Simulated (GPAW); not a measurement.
# Core-hole calculation of the Si K edge in SrSi (Cmcm)

Aim: the near-edge shape at the Si K edge of SrSi (Cmcm), and what the core hole does to it.

Program: GPAW 26.7.0. Level of theory: X-ray absorption from dipole matrix elements to empty bands, plane-wave PAW LDA. Results are calculated unless marked as measured.

## Step 1: Starting point

It takes space group Cmcm (No. 63, orthorhombic). The conventional cell has a = 4.830 Å, b = 11.330 Å, c = 4.040 Å, α = 90.00°, β = 90.00°, γ = 90.00°. Nearest to Sr lie 7 Si at 3.26 to 3.36 Å. Si has 2 Si at 2.51 Å and 7 Sr at 3.26 to 3.36 Å nearest. Farther neighbours are not listed.

## Step 2: Ground state of the crystal

A plain self-consistent run shows whether there is a gap, which decides the set-up of the core-hole run.

scf.py reads:

```python
import numpy as np
from ase import Atoms
from ase.parallel import parprint, paropen
from gpaw import GPAW, PW, FermiDirac, Mixer, MixerDif, setup_paths
from gpaw.test import gen
setup_paths.insert(0, '.')
gen('Si', name='nch1s', xcname='LDA', corehole=(1, 0, 0), write_xml=True)
from gpaw.mpi import world
world.barrier()

atoms = Atoms('Sr2Si2',
    cell=[[2.415, -5.665, 0],
     [2.415, 5.665, 0],
     [0, 0, 4.04]],
    scaled_positions=[[0.36, 0.64, 0.25],
     [0.64, 0.36, 0.75],
     [0.066, 0.934, 0.25],
     [0.934, 0.066, 0.75]],
    pbc=True)
atoms.calc = calc = GPAW(legacy_gpaw=True, mode=PW(430, force_complex_dtype=True), xc='LDA', setups={2: 'nch1s'},
    kpts={'size': (6, 6, 6), 'gamma': True}, occupations=FermiDirac(0.05),
    charge=0, mixer=Mixer(0.1, 5, 50), maxiter=150,
    convergence={'density': 0.0001, 'eigenstates': 1e-6}, txt='scf.txt')
energy = atoms.get_potential_energy() + calc.get_reference_energy()
ef = calc.get_fermi_level()
out = dict(energy=energy, fermi=ef, forces=atoms.get_forces().tolist())
parprint(f'all-electron energy {energy:.4f} eV, Fermi level {ef:.4f} eV')
ev = np.array([[calc.get_eigenvalues(k, s) for k in range(len(calc.get_ibz_k_points()))] for s in range(calc.get_number_of_spins())])
out['homo'], out['lumo'], out['counts'] = ev[ev < ef].max(), ev[ev > ef].min(), sorted(set((ev < ef).sum((0, 2)).tolist()))
out['filled'] = (ev[:, 0] < ef).sum(1).tolist()
import json
with paropen('out.json', 'w') as f:
    json.dump(out, f)
```

The run is started by

```sh
$ OMP_NUM_THREADS=1 mpirun -n 4 gpaw python scf.py
```

Numbers of over 12 decimals in the logs are rounded to 6 here.

What it wrote:

```text
Input parameters:
  convergence: {density: 0.0001,
                eigenstates: 1e-06}
  kpts: {gamma: True,
         size: (6, 6, 6)}
  maxiter: 150
  mixer: {backend: pulay,
          beta: 0.1,
          method: separate,
          nmaxold: 5,
          weight: 50}
  mode: {ecut: 430.0,
         force_complex_dtype: True,
         name: pw}
  occupations: {fixmagmom: False,
                name: fermi-dirac,
                width: 0.05}
  setups: {2: nch1s}

Initialize ...

[... PAW data sets ...]

Reference energy: -188510.896502  # eV

Spin-paired calculation

[... convergence settings ...]
Symmetries present (total): 2
  [... symmetry matrices ...]

216 k-points: 6 x 6 x 6 Monkhorst-Pack grid + [1/12,1/12,1/12]
68 k-points in the irreducible part of the Brillouin zone
       k-points in crystal coordinates                weights
   0:     0.00000000    0.00000000    0.00000000          1/216
   1:     0.00000000    0.00000000    0.16666667          2/216
   2:     0.00000000    0.00000000    0.33333333          2/216
   3:     0.00000000    0.00000000    0.50000000          1/216
   4:     0.16666667   -0.16666667   -0.33333333          2/216
   5:     0.16666667   -0.16666667   -0.16666667          2/216
   6:     0.16666667   -0.16666667    0.00000000          2/216
   7:     0.16666667   -0.16666667    0.16666667          2/216
   8:     0.16666667   -0.16666667    0.33333333          2/216
   9:     0.16666667   -0.16666667    0.50000000          2/216
          ...
  67:     0.50000000    0.50000000    0.50000000          1/216

Wave functions: Plane wave expansion
  Cutoff energy: 430.000 eV
  Number of coefficients (min, max): 2220, 2268
  Pulay-stress correction: 0.000000 eV/Ang^3 (de/decut=0.000000)
  Using FFTW library
  Wavefunction extrapolation:
    Improved wavefunction reuse through dual PAW basis

Occupation numbers: Fermi-Dirac:
  width: 0.0500  # eV

Eigensolver
   Davidson(niter=2)

Densities:
  Coarse grid: 30*30*20 grid
  Fine grid: 60*60*40 grid
  Total Charge: 0.000000

Density mixing:
  Method: separate
  Backend: pulay
  Linear mixing parameter: 0.1
  old densities: 5
  Width of damping distribution: 1.1
  Damping of long wavelength oscillations: 50

[... Hamiltonian set-up ...]
Number of atoms: 4
Number of atomic orbitals: 18
Number of bands in calculation: 18
Number of valence electrons: 28
Bands to converge: occupied

... initialized

Initializing position-dependent things.

Density initialized from atomic densities
Creating initial wave functions:
  18 bands from LCAO basis set

             Si
         Sr
           Sr
       Si

Atomic positions and initial magnetic moments

Positions:
   0 Sr     2.415000    1.586200    1.010000    ( 0.0000,  0.0000,  0.0000)
   1 Sr     2.415000   -1.586200    3.030000    ( 0.0000,  0.0000,  0.0000)
   2 Si     2.415000    4.917220    1.010000    ( 0.0000,  0.0000,  0.0000)
   3 Si     2.415000   -4.917220    3.030000    ( 0.0000,  0.0000,  0.0000)

Unit cell:
           periodic     x           y           z      points  spacing
  1. axis:    yes    2.415000   -5.665000    0.000000    30     0.1481
  2. axis:    yes    2.415000    5.665000    0.000000    30     0.1481
  3. axis:    yes    0.000000    0.000000    4.040000    20     0.2020

  Lengths:   6.158283   6.158283   4.040000
  Angles:   90.000000  90.000000 133.822717

Effective grid spacing dv^(1/3) = 0.1831

iter:   1   -18.272129
iter:   2   -18.109315   -1.12  -1.07
iter:   3   -17.899170   -1.60  -1.18
iter:   4   -17.902400   -1.99  -1.36
iter:   5   -17.884013   -2.63  -1.66
iter:   6   -17.879026   -3.60  -2.31
iter:   7   -17.878339c  -3.60  -2.56
iter:   8   -17.878221c  -4.40  -2.78
iter:   9   -17.877865c  -4.47  -2.89
iter:  10   -17.877855c  -6.02c -3.35
iter:  11   -17.877877c  -6.02c -3.68
iter:  12   -17.877852c  -6.02c -3.64
iter:  13   -17.877856c  -7.04c -3.87
iter:  14   -17.877854c  -7.44c -4.04c

Converged after 14 iterations.

Dipole moment: (0.000000, 0.000000, -0.000000) |e|*Ang

Energy contributions relative to reference atoms: (reference = -188510.896502)

Kinetic:        +11.677120
Potential:       -5.514382
External:        +0.000000
XC:             -23.518303
Entropy (-ST):   -0.012757
Local:           -0.515910
SIC:             +0.000000
--------------------------
Free energy:    -17.884232
Extrapolated:   -17.877854

Showing only first 2 kpts
 Kpt  Band  Eigenvalues  Occupancy
  0    12      4.07628    2.00000
  0    13      5.35166    1.99796
  0    14      6.71403    0.00000
  0    15      6.71911    0.00000

  1    12      3.70209    2.00000
  1    13      6.02606    0.00271
  1    14      6.48514    0.00000
  1    15      6.62981    0.00000

Fermi level: 5.69599

No gap
No difference between direct/indirect transitions

Forces in eV/Ang:
  0 Sr    0.00000   -0.10434   -0.00000
  1 Sr    0.00000    0.10434    0.00000
  2 Si    0.00000    0.32736   -0.00000
  3 Si    0.00000   -0.32736    0.00000
Scalar-relativistic atomic LDA calculation for Si (Silicon, Z=14)
Core hole in 1s state (1s occupation: 2.0)
450 radial gridpoints.
|------------------------------------------------|
|------------------------------------------------|
[... the atom generator's iteration count ...]

Energy contributions:
-------------------------
Kinetic:     +289.200818
XC:           -19.595459
Potential:   -558.407745
-------------------------
Total:       -288.802385

state      eigenvalue         ekin         rmax
-----------------------------------------------
1s^2.0 :   -65.348349    92.179850        0.073
2s^2.0 :    -5.098251    13.047377        0.456
2p^6.0 :    -3.513548    12.237934        0.387
3s^2.0 :    -0.399754     1.628943        1.773
3p^2.0 :    -0.152955     1.030438        2.146
-----------------------------------------------
(units: Bohr and Hartree)

Generating PAW setup
Kinetic energy of the core from tauc = 284.492433
Cutoffs:
rc(s)=2.000
rc(p)=2.000
rc(d)=2.000
rc(vbar)=1.800
rc(comp)=2.000
rc(nct)=2.000

Kinetic energy of the core states: 283.882055
Charge: 0.0
Core electrons: 10.0
Valence electrons: 4.0
Pseudo-core charge: 0.185992
Shape function alpha=2.500
Pseudo-electron charge 4.425116
state    eigenvalue         norm
--------------------------------
3s(2) :    -0.399754     1.114161
*s    :     0.600246
3p(2) :    -0.152955     1.005401
*p    :     0.847045
*d    :     0.000000
--------------------------------

Diagonalizing with gridspacing h=0.050

state   all-electron     PAW
-------------------------------
3s:      -0.399754    -0.399911
3p:      -0.152955    -0.153089
*d:                    0.032715
*f:                    0.069217
-------------------------------
all-electron energy -188528.7744 eV, Fermi level 5.6960 eV
```

It took 13 s on 4 MPI ranks of Intel Xeon Platinum 8488C (Sapphire Rapids), shared host; peak memory 0.2 GiB; 50 s of CPU time.

The mesh shows no gap, so the system is treated as a metal and the core electron is put at the Fermi level (neutral cell).

## Step 3: Spectrum without a core hole, Si atom 3

Without a hole the spectrum is the empty density of states of the right symmetry on the absorber, weighted by matrix elements. It needs only the small cell and serves as the baseline. The data set with a hole of occupation 0 only carries the core orbital.

The absorber has 2 Si at 2.51 Å (bent, 107°, site symmetry m2m).

xas.py reads:

```python
import numpy as np
from ase import Atoms
from ase.parallel import parprint, paropen
from gpaw import GPAW, PW, FermiDirac, Mixer, MixerDif, setup_paths
from gpaw.test import gen
setup_paths.insert(0, '.')
gen('Si', name='nch1s', xcname='LDA', corehole=(1, 0, 0), write_xml=True)
from gpaw.mpi import world
world.barrier()

atoms = Atoms('Sr2Si2',
    cell=[[2.415, -5.665, 0],
     [2.415, 5.665, 0],
     [0, 0, 4.04]],
    scaled_positions=[[0.36, 0.64, 0.25],
     [0.64, 0.36, 0.75],
     [0.066, 0.934, 0.25],
     [0.934, 0.066, 0.75]],
    pbc=True)
atoms.calc = calc = GPAW(legacy_gpaw=True, mode=PW(430, force_complex_dtype=True), xc='LDA', setups={2: 'nch1s'},
    kpts={'size': (8, 8, 9), 'gamma': True}, occupations=FermiDirac(0.1),
    charge=0, mixer=Mixer(0.1, 5, 50), maxiter=150,
    convergence={'density': 0.0001, 'eigenstates': 1e-6}, txt='scf.txt')
energy = atoms.get_potential_energy() + calc.get_reference_energy()
ef = calc.get_fermi_level()
out = dict(energy=energy, fermi=ef, forces=atoms.get_forces().tolist())
parprint(f'all-electron energy {energy:.4f} eV, Fermi level {ef:.4f} eV')
ev = np.array([[calc.get_eigenvalues(k, s) for k in range(len(calc.get_ibz_k_points()))] for s in range(calc.get_number_of_spins())])
out['homo'], out['lumo'], out['counts'] = ev[ev < ef].max(), ev[ev > ef].min(), sorted(set((ev < ef).sum((0, 2)).tolist()))
out['filled'] = (ev[:, 0] < ef).sum(1).tolist()

from ase.units import Ha
from gpaw.xas import dipole_matrix_elements
nb = int(calc.get_number_of_electrons() / 2) + 69
top, nb = nb, nb + 8 + nb // 12
nscf = calc.fixed_density(kpts={'size': (5, 5, 5), 'gamma': True}, nbands=nb,
    convergence={'bands': top, 'eigenstates': 5e-3}, maxiter=60, txt='nscf.txt')
cell = atoms.cell.array
ops = [cell.T @ U.T @ np.linalg.inv(cell.T) for U in nscf.wfs.kd.symmetry.op_scc]
E = np.arange(-25, 34, 0.1)
fwhm = np.interp(E, [4, 25], [0.9, 3.5])
Y, X, zero, highest = 0, 0, 1e9, 1e9
for spin in range(nscf.get_number_of_spins()):
    wfs = nscf.wfs
    mine = wfs.bd.get_slice()  # this rank's bands
    A = dipole_matrix_elements(wfs.setups[2])
    eps = np.zeros((wfs.kd.nibzkpts, nb))
    d = np.zeros((3, A.shape[1], wfs.kd.nibzkpts, nb), complex)
    for kpt in wfs.kpt_u:
        if kpt.s == spin and 2 in kpt.P_ani:
            eps[kpt.k, mine] = kpt.eps_n * Ha
            d[:, :, kpt.k, mine] = (kpt.weight * wfs.nspins / 2) ** 0.5 * np.inner(A, kpt.P_ani[2])
    world.sum(eps)
    world.sum(d)
    T = np.einsum('amkn,bmkn->abkn', d, d.conj()).real
    T = sum(np.einsum('ai,ijkn,bj->abkn', R, T, R) for R in ops) / len(ops)
    empty = eps > ef
    zero, highest = min(zero, eps[empty].min()), min(highest, eps[:, top - 1].min())
    lines = [(eps, T, empty)] if spin == 0 else lines + [(eps, T, empty)]
for eps, T, empty in lines:
    f = np.einsum('aakn->akn', T).reshape(3, -1)
    x = eps.ravel() - zero
    w = np.interp(x, E, fwhm) / 2.35482
    g = np.exp(-0.5 * ((E[:, None] - x) / w) ** 2) / (w * (2 * np.pi) ** 0.5)
    Y = Y + (f * empty.ravel()) @ g.T
    X = X + (f * ~empty.ravel()) @ g.T
out.update(E=E.round(2).tolist(), xas=Y.tolist(), xes=X.tolist(), zero=zero, valid=highest - zero, nk=len(eps), nb=nb)
for i in range(0, len(E), 10):
    parprint(f'{E[i]:7.2f}', *(f'{v:10.3e}' for v in Y[:, i]))
import json
with paropen('out.json', 'w') as f:
    json.dump(out, f)
```

The run is started by

```sh
$ OMP_NUM_THREADS=1 mpirun -n 4 gpaw python xas.py
```

What it wrote:

```text
Input parameters:
  convergence: {density: 0.0001,
                eigenstates: 1e-06}
  kpts: {gamma: True,
         size: (8, 8, 9)}
  maxiter: 150
  mixer: {backend: pulay,
          beta: 0.1,
          method: separate,
          nmaxold: 5,
          weight: 50}
  mode: {ecut: 430.0,
         force_complex_dtype: True,
         name: pw}
  occupations: {fixmagmom: False,
                name: fermi-dirac,
[...]
*p    :     0.847045
*d    :     0.000000
--------------------------------

Diagonalizing with gridspacing h=0.050

state   all-electron     PAW
-------------------------------
3s:      -0.399754    -0.399911
3p:      -0.152955    -0.153089
*d:                    0.032715
*f:                    0.069217
-------------------------------
all-electron energy -188528.7722 eV, Fermi level 5.6838 eV
[...]
32.00  4.234e-06  4.407e-06  4.114e-06
  33.00  4.325e-06  4.406e-06  4.065e-06
[key lines of the parts left out:]
Converged after 14 iterations.
Dipole moment: (0.000000, 0.000000, -0.000000) |e|*Ang
Free energy:    -17.902388
Fermi level: 5.68384
```

Elapsed: 44 s, on 4 MPI ranks; peak memory 0.32 GiB.

The Si K spectrum, Si atom 3, no core hole (energy from the lowest empty level; intensity scaled to a mean of 1 over the first 20 eV; polarised curves are means over the symmetry-equivalent atoms):

| E (eV) | isotropic | ε ∥ x | ε ∥ y | ε ∥ z |
| --- | --- | --- | --- | --- |
| -2.0 | 0.00 | 0.00 | 0.00 | 0.00 |
| -1.5 | 0.00 | 0.00 | 0.00 | 0.00 |
| -1.0 | 0.00 | 0.01 | 0.00 | 0.00 |
| -0.5 | 0.06 | 0.10 | 0.05 | 0.04 |
| 0.0 | 0.35 | 0.45 | 0.30 | 0.29 |
| 0.5 | 0.63 | 0.59 | 0.67 | 0.62 |
| 1.0 | 0.53 | 0.44 | 0.58 | 0.56 |
| 1.5 | 0.50 | 0.40 | 0.36 | 0.75 |
| 2.0 | 0.72 | 0.42 | 0.60 | 1.15 |
| 2.5 | 1.00 | 0.56 | 1.02 | 1.41 |
| 3.0 | 0.91 | 0.60 | 0.96 | 1.19 |
| 3.5 | 0.85 | 0.67 | 0.87 | 1.01 |
| 4.0 | 0.91 | 0.69 | 1.04 | 0.99 |
| 4.5 | 1.01 | 0.75 | 1.25 | 1.03 |
| 5.0 | 1.20 | 1.12 | 1.28 | 1.21 |
| 5.5 | 1.39 | 1.49 | 1.32 | 1.35 |
| 6.0 | 1.49 | 1.67 | 1.52 | 1.27 |
| 6.5 | 1.56 | 1.76 | 1.71 | 1.20 |
| 7.0 | 1.64 | 1.72 | 1.78 | 1.42 |
| 7.5 | 1.78 | 1.80 | 1.79 | 1.75 |
| 8.0 | 1.76 | 1.96 | 1.63 | 1.68 |
| 8.5 | 1.49 | 1.88 | 1.36 | 1.22 |
| 9.0 | 1.20 | 1.58 | 1.15 | 0.87 |
| 9.5 | 1.00 | 1.23 | 1.00 | 0.77 |
| 10.0 | 0.90 | 0.99 | 0.84 | 0.87 |
| 10.5 | 0.91 | 0.88 | 0.73 | 1.10 |
| 11.0 | 0.98 | 0.85 | 0.75 | 1.33 |
| 11.5 | 1.02 | 0.82 | 0.84 | 1.40 |
| 12.0 | 0.98 | 0.76 | 0.90 | 1.28 |
| 12.5 | 0.91 | 0.70 | 0.93 | 1.08 |
| 13.0 | 0.84 | 0.65 | 0.93 | 0.93 |
| 13.5 | 0.80 | 0.60 | 0.92 | 0.87 |
| 14.0 | 0.79 | 0.57 | 0.91 | 0.87 |
| 14.5 | 0.78 | 0.56 | 0.89 | 0.89 |
| 15.0 | 0.79 | 0.58 | 0.87 | 0.92 |
| 15.5 | 0.81 | 0.63 | 0.85 | 0.95 |
| 16.0 | 0.84 | 0.70 | 0.84 | 0.99 |
| 16.5 | 0.87 | 0.76 | 0.84 | 1.01 |
| 17.0 | 0.88 | 0.80 | 0.85 | 1.01 |
| 17.5 | 0.89 | 0.81 | 0.88 | 0.97 |
| 18.0 | 0.90 | 0.84 | 0.93 | 0.93 |
| 18.5 | 0.92 | 0.89 | 0.98 | 0.88 |
| 19.0 | 0.94 | 0.96 | 1.01 | 0.84 |
| 19.5 | 0.96 | 1.02 | 1.02 | 0.82 |
| 20.0 | 0.97 | 1.07 | 1.02 | 0.82 |
| 20.5 | 0.97 | 1.09 | 1.00 | 0.83 |
| 21.0 | 0.96 | 1.07 | 0.97 | 0.84 |
| 21.5 | 0.95 | 1.04 | 0.94 | 0.87 |
| 22.0 | 0.94 | 0.99 | 0.90 | 0.91 |
| 22.5 | 0.93 | 0.96 | 0.87 | 0.96 |
| 23.0 | 0.92 | 0.93 | 0.85 | 1.00 |
| 23.5 | 0.92 | 0.91 | 0.83 | 1.02 |
| 24.0 | 0.91 | 0.89 | 0.82 | 1.02 |
| 24.5 | 0.89 | 0.87 | 0.82 | 0.99 |
| 25.0 | 0.87 | 0.85 | 0.81 | 0.94 |
| 25.5 | 0.84 | 0.84 | 0.81 | 0.87 |
| 26.0 | 0.81 | 0.83 | 0.80 | 0.80 |
| 26.5 | 0.79 | 0.83 | 0.80 | 0.74 |
| 27.0 | 0.77 | 0.83 | 0.79 | 0.69 |
| 27.5 | 0.76 | 0.83 | 0.79 | 0.67 |
| 28.0 | 0.76 | 0.83 | 0.79 | 0.65 |
| 28.5 | 0.76 | 0.83 | 0.79 | 0.65 |
| 29.0 | 0.76 | 0.82 | 0.79 | 0.66 |
| 29.5 | 0.75 | 0.80 | 0.79 | 0.67 |
| 30.0 | 0.75 | 0.78 | 0.78 | 0.69 |

Main maxima below 24 eV (height): 0.6 eV (0.63), 2.6 eV (1.00), 7.7 eV (1.81), 11.5 eV (1.02) and 20.3 eV (0.97). A K edge sees empty p states on the absorber.

The same matrix elements for filled bands give the Si K emission of Si atom 3 (ground-state approximation; energy from the lowest empty level, largest value 1):

| E (eV) | emission |
| --- | --- |
| -24.00 | 0.00 |
| -23.25 | 0.00 |
| -22.50 | 0.00 |
| -21.75 | 0.00 |
| -21.00 | 0.00 |
| -20.25 | 0.00 |
| -19.50 | 0.00 |
| -18.75 | 0.00 |
| -18.00 | 0.00 |
| -17.25 | 0.00 |
| -16.50 | 0.00 |
| -15.75 | 0.00 |
| -15.00 | 0.00 |
| -14.25 | 0.00 |
| -13.50 | 0.00 |
| -12.75 | 0.00 |
| -12.00 | 0.00 |
| -11.25 | 0.00 |
| -10.50 | 0.00 |
| -9.75 | 0.01 |
| -9.00 | 0.03 |
| -8.25 | 0.05 |
| -7.50 | 0.02 |
| -6.75 | 0.06 |
| -6.00 | 0.03 |
| -5.25 | 0.07 |
| -4.50 | 0.02 |
| -3.75 | 0.28 |
| -3.00 | 0.69 |
| -2.25 | 0.83 |
| -1.50 | 0.94 |
| -0.75 | 0.46 |
| 0.00 | 0.09 |
| 0.75 | 0.00 |
| 1.50 | 0.00 |
| 2.25 | 0.00 |
| 3.00 | 0.00 |

Emission maxima: -1.8 eV (1.00).

## Step 4: Reference energy of the supercell

The photon energy needs a difference of total energies, so the cell and mesh of the coming hole run are first run without a hole.

Edit scf.py of step 2 so:

```diff
@@ -10,13 +10,17 @@
 
-atoms = Atoms('Sr2Si2',
+atoms = Atoms('Sr4Si4',
     cell=[[2.415, -5.665, 0],
-     [2.415, 5.665, 0],
-     [0, 0, 4.04]],
-    scaled_positions=[[0.36, 0.64, 0.25],
-     [0.64, 0.36, 0.75],
-     [0.066, 0.934, 0.25],
-     [0.934, 0.066, 0.75]],
+     [4.83, 0, 4.04],
+     [-4.83, 0, 4.04]],
+    scaled_positions=[[0.72, 0.445, 0.805],
+     [0.72, 0.945, 0.305],
+     [0.28, 0.555, 0.195],
+     [0.28, 0.055, 0.695],
+     [0.132, 0.592, 0.658],
+     [0.132, 0.092, 0.158],
+     [0.868, 0.408, 0.342],
+     [0.868, 0.908, 0.842]],
     pbc=True)
-atoms.calc = calc = GPAW(legacy_gpaw=True, mode=PW(430, force_complex_dtype=True), xc='LDA', setups={2: 'nch1s'},
-    kpts={'size': (6, 6, 6), 'gamma': True}, occupations=FermiDirac(0.05),
+atoms.calc = calc = GPAW(legacy_gpaw=True, mode=PW(430, force_complex_dtype=True), xc='LDA', setups={4: 'nch1s'},
+    kpts={'size': (3, 3, 3), 'gamma': True}, occupations=FermiDirac(0.1),
     charge=0, mixer=Mixer(0.1, 5, 50), maxiter=150,
```

The run is started by

```sh
$ OMP_NUM_THREADS=1 mpirun -n 4 gpaw python scf.py
```

What it wrote:

```text
Input parameters:
  convergence: {density: 0.0001,
                eigenstates: 1e-06}
  kpts: {gamma: True,
         size: (3, 3, 3)}
  maxiter: 150
  mixer: {backend: pulay,
          beta: 0.1,
          method: separate,
          nmaxold: 5,
          weight: 50}
  mode: {ecut: 430.0,
         force_complex_dtype: True,
         name: pw}
  occupations: {fixmagmom: False,
                name: fermi-dirac,
[...]
3s(2) :    -0.399754     1.114161
*s    :     0.600246
3p(2) :    -0.152955     1.005401
*p    :     0.847045
*d    :     0.000000
--------------------------------

Diagonalizing with gridspacing h=0.050

state   all-electron     PAW
-------------------------------
3s:      -0.399754    -0.399911
3p:      -0.152955    -0.153089
*d:                    0.032715
*f:                    0.069217
-------------------------------
all-electron energy -377057.5518 eV, Fermi level 5.6592 eV
[key lines of the parts left out:]
Converged after 14 iterations.
Dipole moment: (-0.000000, 0.000000, 0.000000) |e|*Ang
Free energy:    -35.811470
Fermi level: 5.65919
```

Wall time 14 s (4 MPI ranks); peak memory 0.23 GiB; 56 s of CPU time.

Reference energy: -377057.552 eV with the cores included.

(Part 1 of 3 ends here.)

[Banner, clock and machine lines of the logs are left out without a mark of their own.]

[Logs are printed without paths, hosts, clocks, repeated set-up lines and the standing remarks that a program may print on its own settings, such as how far it seeks lower states.]

[Hosts, paths, dates, database ids (printed as entryN), source tags and the programs' standing remarks are cut or masked in the printed files.]

[Lists of maxima count a maximum above −3 eV only where it reaches 4 % of the highest in the window and stands out from its surroundings by 2 % of it (1.5 % where it reaches 55 %); shoulders and weaker maxima are passed over, and of the rest the first, up to two pre-edge ones and the few strongest are named.]
